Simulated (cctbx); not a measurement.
**Symmetry from intensities**

Cell: a = 3.9680 Å, b = 3.9680 Å, c = 23.9520 Å, α = 90.00°, β = 90.00°, γ = 90.00°. Expected content of the cell: Pb4 As10 Ni12.

The data are simulated with cctbx, not measured: synchrotron X-rays, λ = 0.7749 Å, to d = 0.77 Å, 80 % of the full sphere, strongest reflection 20000 counts, noise from counting, a 2 % proportional error and a noise floor of 8 counts (s.d.); no absorption, some extinction.

A first pass over the reflections prints:

```text
2826 reflections to d = 0.770 A
centring   violations  <I/sigma> of those
    A        642 of  1431      9.9
    B        615 of  1394      9.9
    C        599 of  1425      8.3
    I          0 of  1426      0.0
    R        797 of  1890      8.8
    F        928 of  2125      9.4
Laue class    unique    Rint  (classes that these axes allow; Friedel mates merged)
I 1 2/m 1         495   0.023
I 1 1 2/m         450   0.023
I 2/m 1 1         496   0.022
I m m m           289   0.025
I 4/m             233   0.025
I 4/m m m         171   0.026
space group    extra absences  I>4sigma  <I/sigma>
I 4 2 2                 0          0         -  acentric
I 4 m m                 0          0         -  acentric
I -4 m 2                0          0         -  acentric
I -4 2 m                0          0         -  acentric
I 4/m m m               0          0         -  centric
Wilson B = 0.90 A^2   <|E^2-1|> = 0.889 (0.968 centric, 0.736 acentric)   E^2>4: 3.0 %
shell (A)         n   <I/sigma>
11.98 - 1.54     29     48.6
 1.54 - 1.22     24     51.6
 1.22 - 1.07     22     45.9
 1.07 - 0.97     15     48.4
 0.97 - 0.90     25     46.9
 0.90 - 0.85     20     48.2
 0.85 - 0.81     14     30.0
 0.81 - 0.77     22     44.2
```

**Question.** What are the lattice type, the Laue class and the likely space group?

The reflections that I centring forbids are absent (⟨I/σ⟩ near 0), so the lattice is I.

Rint stays low (0.022 to 0.026) up to I 4/m m m, the highest class in these axes.

5 settings pass the absence test. No glide or screw absences show, which leaves I 4 2 2, I 4 m m, I -4 m 2, I -4 2 m and I 4/m m m.

⟨|E²−1|⟩ = 0.889 leans to a centrosymmetric structure. The Wilson B of 0.90 Å² means U ≈ 0.0114 Å².

The true group is I4/mmm (no. 139), Laue class 4/mmm, centrosymmetric. The tables only narrow the choice to the tied entries; cell content, site symmetry and trial solutions must settle it.

The model is made up (kin elements in a known structure type, no relaxation), so it says nothing on whether the phase exists.

[Logs are printed without paths, hosts, clocks, repeated set-up lines and the standing remarks that a program may print on its own settings, such as how far it seeks lower states.]
